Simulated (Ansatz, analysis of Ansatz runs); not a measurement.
**CsLi2Br3 (Immm), nudged elastic band: V_Li hop (3.9 Å) (q = −1)**

Wanted: path and barrier of a jump of Li in CsLi2Br3 (Immm) at charge −1. The case: V_Li hop (3.9 Å), in a cell of 72 host atoms with 1 Li taken out.

Method: plane-wave PAW DFT, PBEsol; nudged elastic band between two relaxed defect structures at fixed charge in a uniform background, in Ansatz 0.2.0.

## Step 1: The structure

The cell holds 71 atoms: 12 Cs, 23 Li and 36 Br. Its edges and angles: a = 13.853 Å, b = 11.980 Å, c = 13.179 Å, α = 90.0°, β = 90.0°, γ = 67.3°. It derives from CsLi2Br3 (space group Immm). Nearest the centre at fractional (0.542, 0.625, 0.750): Br44 at 1.85 Å, Br39 at 1.85 Å, Li30 at 1.96 Å, Br68 at 3.75 Å, Cs26 at 3.75 Å, Br20 at 3.75 Å, Br62 at 3.75 Å, Cs49 at 3.76 Å. The cell carries charge −1.

The cell's shortest repeat is 12.0 Å.

## Step 2: Relaxation of the start point, charge −1

A barrier is counted from a minimum, so both ends are relaxed first. Small random displacements break the symmetry of the ideal sites, so that the defect can distort if it gains by it. The charge of −1 is set by the electron count, and a uniform background keeps the cell neutral.

File qm1_c72k1.start/input.yaml:

```yaml
crystal:
  lattice:
    - [13.85313979, 0.0, 0.0]
    - [4.61771326, 11.05374873, 0.0]
    - [0.0, 0.0, 13.17917308]
  atoms:
    - { symbol: Cs, position: [0.0, 0.5, 0.0] }
    - { symbol: Cs, position: [0.08333333, 0.75, 0.5] }
    - { symbol: Cs, position: [0.16666667, 0.0, 0.0] }
    - { symbol: Cs, position: [0.25, 0.25, 0.5] }
    - { symbol: Li, position: [0.0, 0.5, 0.30795831] }
    - { symbol: Li, position: [0.08333333, 0.75, 0.80795831] }
    - { symbol: Li, position: [0.16666667, 0.0, 0.30795831] }
    - { symbol: Li, position: [0.25, 0.25, 0.80795831] }
    - { symbol: Li, position: [0.0, 0.5, 0.69204169] }
    - { symbol: Li, position: [0.08333333, 0.75, 0.19204169] }
    - { symbol: Li, position: [0.16666667, 0.0, 0.69204169] }
    - { symbol: Li, position: [0.25, 0.25, 0.19204169] }
    - { symbol: Br, position: [0.0, 0.0, 0.78187158] }
    - { symbol: Br, position: [0.08333333, 0.25, 0.28187158] }
    - { symbol: Br, position: [0.16666667, 0.5, 0.78187158] }
    - { symbol: Br, position: [0.25, 0.75, 0.28187158] }
    - { symbol: Br, position: [0.0, 0.0, 0.21812842] }
    - { symbol: Br, position: [0.08333333, 0.25, 0.71812842] }
    - { symbol: Br, position: [0.16666667, 0.5, 0.21812842] }
    - { symbol: Br, position: [0.25, 0.75, 0.71812842] }
    - { symbol: Br, position: [0.0, 0.5, 0.5] }
    - { symbol: Br, position: [0.08333333, 0.75, 0.0] }
    - { symbol: Br, position: [0.16666667, 0.0, 0.5] }
    - { symbol: Br, position: [0.25, 0.25, 0.0] }
    - { symbol: Cs, position: [0.33333333, 0.5, 0.0] }
    - { symbol: Cs, position: [0.41666667, 0.75, 0.5] }
    - { symbol: Cs, position: [0.5, 0.0, 0.0] }
    - { symbol: Cs, position: [0.58333333, 0.25, 0.5] }
    - { symbol: Li, position: [0.33333333, 0.5, 0.30795831] }
    - { symbol: Li, position: [0.41666667, 0.75, 0.80795831] }
    - { symbol: Li, position: [0.5, 0.0, 0.30795831] }
    - { symbol: Li, position: [0.58333333, 0.25, 0.80795831] }
    - { symbol: Li, position: [0.33333333, 0.5, 0.69204169] }
    - { symbol: Li, position: [0.41666667, 0.75, 0.19204169] }
    - { symbol: Li, position: [0.5, 0.0, 0.69204169] }
    - { symbol: Li, position: [0.58333333, 0.25, 0.19204169] }
    - { symbol: Br, position: [0.33333333, 0.0, 0.78187158] }
    - { symbol: Br, position: [0.41666667, 0.25, 0.28187158] }
    - { symbol: Br, position: [0.5, 0.5, 0.78187158] }
    - { symbol: Br, position: [0.58333333, 0.75, 0.28187158] }
    - { symbol: Br, position: [0.33333333, 0.0, 0.21812842] }
    - { symbol: Br, position: [0.41666667, 0.25, 0.71812842] }
    - { symbol: Br, position: [0.5, 0.5, 0.21812842] }
    - { symbol: Br, position: [0.58333333, 0.75, 0.71812842] }
    - { symbol: Br, position: [0.33333333, 0.5, 0.5] }
    - { symbol: Br, position: [0.41666667, 0.75, 0.0] }
    - { symbol: Br, position: [0.5, 0.0, 0.5] }
    - { symbol: Br, position: [0.58333333, 0.25, 0.0] }
    - { symbol: Cs, position: [0.66666667, 0.5, 0.0] }
    - { symbol: Cs, position: [0.75, 0.75, 0.5] }
    - { symbol: Cs, position: [0.83333333, 0.0, 0.0] }
    - { symbol: Cs, position: [0.91666667, 0.25, 0.5] }
    - { symbol: Li, position: [0.66666667, 0.5, 0.30795831] }
    - { symbol: Li, position: [0.75, 0.75, 0.80795831] }
    - { symbol: Li, position: [0.83333333, 0.0, 0.30795831] }
    - { symbol: Li, position: [0.91666667, 0.25, 0.80795831] }
    - { symbol: Li, position: [0.75, 0.75, 0.19204169] }
    - { symbol: Li, position: [0.83333333, 0.0, 0.69204169] }
    - { symbol: Li, position: [0.91666667, 0.25, 0.19204169] }
    - { symbol: Br, position: [0.66666667, 0.0, 0.78187158] }
    - { symbol: Br, position: [0.75, 0.25, 0.28187158] }
    - { symbol: Br, position: [0.83333333, 0.5, 0.78187158] }
    - { symbol: Br, position: [0.91666667, 0.75, 0.28187158] }
    - { symbol: Br, position: [0.66666667, 0.0, 0.21812842] }
    - { symbol: Br, position: [0.75, 0.25, 0.71812842] }
    - { symbol: Br, position: [0.83333333, 0.5, 0.21812842] }
    - { symbol: Br, position: [0.91666667, 0.75, 0.71812842] }
    - { symbol: Br, position: [0.66666667, 0.5, 0.5] }
    - { symbol: Br, position: [0.75, 0.75, 0.0] }
    - { symbol: Br, position: [0.83333333, 0.0, 0.5] }
    - { symbol: Br, position: [0.91666667, 0.25, 0.0] }
total_charge: -1
basis:
  ecutwfc: 420
  xc_grid: 2
hamiltonian:
  xc: pbesol
kpoints:
  mp_grid: { grid: [1, 1, 1] }
scf:
  occupations: { method: fixed }
  max_iter: 100
output:
  forces: true
relax:
  f_tol: 0.02
  max_steps: 70
  random_displacement: { amplitude: 0.03, seed: 8115 }
```

The run is started by

```bash
$ ansatz run input.yaml --threads 4 --pin off --max-ram 14131MiB --backend cpu --events-out ev --progress --plain --runs-dir out
```

Log:

```text
The last accepted step is kept in <dir> (removed where the run ends without a failure and the disk answers)
Engine: ansatz 0.2.0, aarch64-unknown-linux-gnu
Pseudopotentials: kind: paw
Pseudopotential: Cs, paw, valence charge 9, recommended cutoff 420 eV (normal), Cs.paw.azcp
Pseudopotential: Li, paw, valence charge 3, recommended cutoff 420 eV (normal), Li.paw.azcp
Pseudopotential: Br, paw, valence charge 7, recommended cutoff 420 eV (normal), Br.paw.azcp
Functional definition: PBEsol
  exchange = pbesol_x
  correlation = pbesol_c
Crystal: 71 atoms, lattice volume = 2018.115 Å³
Basis set: ecut = 420 eV, 39381 PW (Γ), exchange–correlation on 192×162×180 points (8 copies of the dense FFT grid, shifted against one another)
Bands: 286, of which v1, the nominal top of the filled ones, is band 215 counted from 1 (214 counted from 0)
Symmetry: 1 space group operations
k-points: 1
Non-local potential: Cs, projectors of the file, l = 0: 3, l = 1: 2, l = 2: 2, l = 3: 2
Non-local potential: Li, projectors of the file, l = 0: 3, l = 1: 2, l = 2: 1
Non-local potential: Br, projectors of the file, l = 0: 2, l = 1: 2, l = 2: 2
PAW form: soft (Blöchl's): semilocal exchange-correlation on the pseudo side does not see the compensation charge
PAW frozen core: Cs, regenerated for the run's functional, and the local potential with it (the file was generated under x = pbe(κ = 0.804, μ = 0.219515), c = pbe(β = 0.066725))
PAW frozen core: Br, regenerated for the run's functional, and the local potential with it (the file was generated under x = pbe(κ = 0.804, μ = 0.219515), c = pbe(β = 0.066725))
PAW one-centre angular grid: Cs, 194 points (default); XC on 64 Gauss nodes
PAW one-centre angular grid: Li, 110 points (default); XC on 64 Gauss nodes
PAW one-centre angular grid: Br, 110 points (default); XC on 64 Gauss nodes
Initial density: superposition of atomic densities (neutral atoms scaled as one to the charged cell's electrons: chi_scale 0, normalization atom), corrected by the library's trained network
Initial wavefunctions: pseudopotential atomic-orbital guess
Functional: x = pbesol(κ = 0.804, μ = 0.123457), c = pbesol(β = 0.046)
SCF iter   1: F=—  HF=-170322.566086 eV  |F-HF|=—  |Δ(HF+E_count)|=         —  Δρ=2.55e-3  dr2=1.74e-1  ethr=1.77e-3  ⟨swp⟩=9.0  Hψ=1001  notcnv=0  defer=70
preconditioner: auto → Resta (q_TF=auto, 2.109 Å⁻¹)  ε∞=2.8  [insulator: Δε(μ)=3.791 eV  Ē_g=11.707 eV  n_scr=320 (ndim 8)  ℏωp=15.7 eV  f_vac=0.007  ε∞_Penn≈2.8]
SCF iter   2: F=—  HF=-170322.523031 eV  |F-HF|=—  |Δ(HF+E_count)|=   4.31e-2  Δρ=1.26e-3  dr2=4.11e-2  ethr=4.03e-5  ⟨swp⟩=9.0  Hψ=795  notcnv=0  defer=69
SCF iter   3: F=—  HF=-170322.521134 eV  |F-HF|=—  |Δ(HF+E_count)|=   1.90e-3  Δρ=2.43e-4  dr2=1.19e-3  ethr=9.56e-6  ⟨swp⟩=3.0  Hψ=441  notcnv=0  defer=62
automatic band count: iteration 3 solves 279 bands in place of 286: the levels show a gap, and the empty bands left out lie too high to hold charge; the band table lists the bands solved (type scf.n_extra_bands for more)
SCF iter   4: F=—  HF=-170322.523007 eV  |F-HF|=—  |Δ(HF+E_count)|=   1.87e-3  Δρ=4.16e-5  dr2=6.04e-5  ethr=2.76e-7  ⟨swp⟩=2.0  Hψ=427  notcnv=0  defer=62
iter 5 did not close the SCF: its close was put off for the readings that it lacked (scf_convergence_deferred on its scf_iter line)
SCF iter   5: F=-170322.523042 eV  HF=-170322.523037 eV  |F-HF|=5.26e-6  |Δ(HF+E_count)|=   2.94e-5  Δρ=1.21e-5  dr2=3.47e-6  ethr=1.41e-8  ⟨swp⟩=2.0  Hψ=415  notcnv=0  defer=62
SCF iter   6: F=-170322.523043 eV  HF=-170322.523043 eV  |F-HF|=2.67e-7  |Δ(HF+E_count)|=   5.93e-6  Δρ=3.03e-6  dr2=3.65e-7  ethr=8.08e-10  ⟨swp⟩=2.0  Hψ=838  notcnv=0
SCF 1 converged in 6 iterations: F = -170322.523043 eV  dr2 = 3.65e-7
  greatest PAW one-centre occupation: 0.999 electrons in one spin orbital (limit 2), on the Li atom at site 52 (counted from 0), in its partial waves of l = 0
relax step   1: F+E_penalty+E_count = -170322.52304292 eV  Δ(F+E_penalty+E_count) = +0.000e0 eV  max|allowed force component| = 4.786e-1 eV/Å  Δτ_max = 0.0000 Å  (6 SCF iters, dr2 threshold 1.00e-5 eV, accepted)
[... the SCF cycles and remarks between the steps are left out from here to the last step ...]
relax step   2: F+E_penalty+E_count = -170322.85231007 eV  Δ(F+E_penalty+E_count) = -3.293e-1 eV  max|allowed force component| = 2.712e-1 eV/Å  Δτ_max = 0.1949 Å  (5 SCF iters, dr2 threshold 1.43e-5 eV, accepted)
relax step   3: F+E_penalty+E_count = -170322.87261376 eV  Δ(F+E_penalty+E_count) = -2.030e-2 eV  max|allowed force component| = 1.307e-1 eV/Å  Δτ_max = 0.2000 Å  (6 SCF iters, dr2 threshold 4.60e-6 eV, accepted)
relax step   4: F+E_penalty+E_count = -170322.91765763 eV  Δ(F+E_penalty+E_count) = -4.504e-2 eV  max|allowed force component| = 3.853e-2 eV/Å  Δτ_max = 0.0829 Å  (5 SCF iters, dr2 threshold 3.97e-6 eV, accepted)
relax step   5: F+E_penalty+E_count = -170322.92042042 eV  Δ(F+E_penalty+E_count) = -2.763e-3 eV  max|allowed force component| = 2.044e-2 eV/Å  Δτ_max = 0.0345 Å  (6 SCF iters, accepted)
SCF iter   1: F=—  HF=-170322.922107 eV  |F-HF|=—  |Δ(HF+E_count)|=         —  Δρ=2.94e-4  dr2=3.17e-3  ethr=8.64e-6  ⟨swp⟩=5.0  Hψ=425  notcnv=0  defer=62
automatic band count: iteration 1 solves 279 bands in place of 286: the levels show a gap, and the empty bands left out lie too high to hold charge; the band table lists the bands solved (type scf.n_extra_bands for more)
SCF iter   2: F=—  HF=-170322.921393 eV  |F-HF|=—  |Δ(HF+E_count)|=   7.14e-4  Δρ=1.34e-4  dr2=4.90e-4  ethr=7.36e-7  ⟨swp⟩=2.0  Hψ=431  notcnv=0  defer=62
SCF iter   3: F=—  HF=-170322.921326 eV  |F-HF|=—  |Δ(HF+E_count)|=   6.67e-5  Δρ=3.04e-5  dr2=2.39e-5  ethr=1.14e-7  ⟨swp⟩=2.0  Hψ=367  notcnv=0  defer=62
SCF iter   4: F=—  HF=-170322.921813 eV  |F-HF|=—  |Δ(HF+E_count)|=   4.86e-4  Δρ=5.24e-6  dr2=9.49e-7  ethr=5.56e-9  ⟨swp⟩=2.0  Hψ=438  notcnv=0  defer=56
SCF iter   5: F=-170322.921813 eV  HF=-170322.921813 eV  |F-HF|=5.51e-8  |Δ(HF+E_count)|=   4.62e-7  Δρ=1.74e-6  dr2=5.90e-8  ethr=2.33e-11  ⟨swp⟩=5.0  Hψ=921  notcnv=0
SCF 6 converged in 5 iterations: F = -170322.921813 eV  dr2 = 5.90e-8
relax step   6: F+E_penalty+E_count = -170322.92181308 eV  Δ(F+E_penalty+E_count) = -1.393e-3 eV  max|allowed force component| = 2.940e-3 eV/Å  Δτ_max = 0.0162 Å  (5 SCF iters, accepted)
SCF converged after 5 iterations
Free energy (F): -170322.921813 eV
Harris-Foulkes:  -170322.921813 eV  (|F-HF|=5.51e-8)
Internal energy: -170322.921813 eV  (E = F + TS)
E sigma→0 (E₀):  -170322.921813 eV
Fermi energy:    2.303559 eV
--- Per-component energies (eV) ---
  E_band       = -3200.250243
  E_kinetic    = 7055.211641
  E_local      = -13376.681184  (includes V_loc(G=0)·N_el)
  E_nonlocal   = 2156.370045
  E_hartree    = 3767.766463
  E_xc         = -11772.704485
  E_vxc        = -5621.367638  (∫ρ·V_xc dr)
  E_paw        = -139554.337584  (= ΣΔE_a)
  E_vpaw       = -949.315491  (= ΣTr[D̂ρ^β])
  E_aug_tail   = 0.000229  (compensation charges beyond the density's cutoff)
  E_ewald      = -18603.598591
  E_core_change = 5.051653  (= ΣΔE_core)
  E_smearing   = -0.000000  (= −TS)
  E_closure    = 0.000000  (closes the sum)
  E_deformation_potential = -10.487447  (in the stress; not in F)
  Σ components = -170322.921813   (vs F -170322.921813, Δ=0.00e0)
--- Forces (eV/Å), atoms counted from 1 ---
  atom   1  Cs    -0.00159775     0.00057741     0.00094275
  atom   2  Cs    -0.00133311     0.00105072     0.00122296
  [... 17 atoms left out ...]
  atom  20  Br    -0.00027351    -0.00077939     0.00047580
  [... 5 atoms left out ...]
  atom  26  Cs     0.00113820    -0.00048026     0.00048958
  [... 3 atoms left out ...]
  atom  30  Li     0.00248341    -0.00020350    -0.00056562
  [... 2 atoms left out ...]
  atom  33  Li    -0.00254223     0.00062476    -0.00074964
  [... 5 atoms left out ...]
  atom  39  Br     0.00210747    -0.00131851     0.00011413
  [... 4 atoms left out ...]
  atom  44  Br    -0.00229444     0.00010657    -0.00060225
  [... 1 atom left out ...]
  atom  46  Br    -0.00011924     0.00030835     0.00119473
  [... 2 atoms left out ...]
  atom  49  Cs    -0.00054110    -0.00013701    -0.00017765
  [... 12 atoms left out ...]
  atom  62  Br    -0.00156154    -0.00159027    -0.00027882
  [... 5 atoms left out ...]
  atom  68  Br    -0.00063707    -0.00088367    -0.00195540
  [... 3 atoms left out ...]
  max |Σ_I F_I| component: 6.86e-5 eV/Å
--- Relaxed structure (6 steps of the walk, 6 accepted, 0 SCFs on fresh bases) ---
  F+E_penalty+E_count = -170322.92181308 eV   max|allowed force component| = 2.940e-3 eV/Å
  atoms:
    - { symbol: Cs, position: [0.000759, 0.500635, 0.000368] }
    - { symbol: Cs, position: [0.082256, 0.752484, 0.500196] }
    [... 17 atoms left out ...]
    - { symbol: Br, position: [0.249186, 0.750773, 0.715361] }
    [... 5 atoms left out ...]
    - { symbol: Cs, position: [0.423584, 0.742780, 0.505684] }
    [... 3 atoms left out ...]
    - { symbol: Li, position: [0.420519, 0.734541, 0.807587] }
    [... 2 atoms left out ...]
    - { symbol: Li, position: [0.331999, 0.497115, 0.693688] }
    [... 5 atoms left out ...]
    - { symbol: Br, position: [0.489816, 0.497259, 0.785229] }
    [... 4 atoms left out ...]
    - { symbol: Br, position: [0.578917, 0.757387, 0.725659] }
    [... 1 atom left out ...]
    - { symbol: Br, position: [0.414948, 0.749879, 0.000557] }
    [... 2 atoms left out ...]
    - { symbol: Cs, position: [0.666831, 0.499737, -0.020141] }
    [... 12 atoms left out ...]
    - { symbol: Br, position: [0.843749, 0.502417, 0.785258] }
    [... 5 atoms left out ...]
    - { symbol: Br, position: [0.666827, 0.499863, 0.487474] }
    [... 3 atoms left out ...]
```

Elapsed: 59 s, on 4 threads of Arm Neoverse V1, shared host; peak memory 1.8 GiB; 3.7 min of CPU time.

In the SCF lines HF is the Harris–Foulkes energy and dr2 the Hartree energy of the density residual, in eV; the loop may stop once dr2 is under the threshold and the program's other checks hold. Hψ counts applications of the Hamiltonian.

Step by step:

| step | energy less that of the first step (eV) | largest force component (eV/Å) |
| --- | --- | --- |
| 1 | 0.0000 | 0.4786 |
| 2 | -0.3293 | 0.2712 |
| 3 | -0.3496 | 0.1307 |
| 4 | -0.3946 | 0.0385 |
| 5 | -0.3974 | 0.0204 |
| 6 | -0.3988 | 0.0029 |

The atoms that moved most (Å, from the sites as typed, ahead of the random displacement, the mean shift of all atoms taken out):

| atom | dx | dy | dz | length |
| --- | --- | --- | --- | --- |
| Cs49 | 0.000 | -0.001 | -0.267 | 0.267 |
| Li30 | -0.019 | -0.169 | -0.007 | 0.170 |
| Li56 | 0.018 | 0.167 | -0.008 | 0.168 |
| Br68 | 0.001 | 0.001 | -0.167 | 0.167 |
| Br62 | 0.155 | 0.029 | 0.043 | 0.163 |
| Br39 | -0.154 | -0.028 | 0.042 | 0.163 |
| Cs28 | 0.059 | 0.079 | 0.095 | 0.136 |
| Cs50 | -0.058 | -0.077 | 0.095 | 0.136 |

Neighbours of Li30 at the end:

| atom | distance (Å) |
| --- | --- |
| Br46 | 2.549 |
| Br44 | 2.553 |
| Br20 | 2.606 |
| Br39 | 2.643 |
| Br37 | 2.975 |
| Li33 | 3.813 |
| Li35 | 3.954 |
| Cs26 | 3.981 |
| Li11 | 4.020 |

Read from the output:

- free energy: -170322.9218 eV
- r.m.s. move of the farther half of the atoms: 0.03772 Å
- largest move from the ideal geometry of this structure, a common shift of the far atoms taken out: 0.2718 Å

The relaxation gained 0.399 eV and ended with a largest force component of 0.0029 eV/Å.

(Continued in part 2 of 3.)

[Long decimals in the printed logs are rounded to 6 places.]

[Repeated set-up lines and some long k-point lines are left out of the logs, and relaxed atomic positions are cut to six decimals.]

[Logs are printed without paths, hosts, clocks, repeated set-up lines and the standing remarks that a program may print on its own settings, such as how far it seeks lower states.]

[Hosts, paths, dates, database ids (printed as entryN), source tags and the programs' standing remarks are cut or masked in the printed files.]
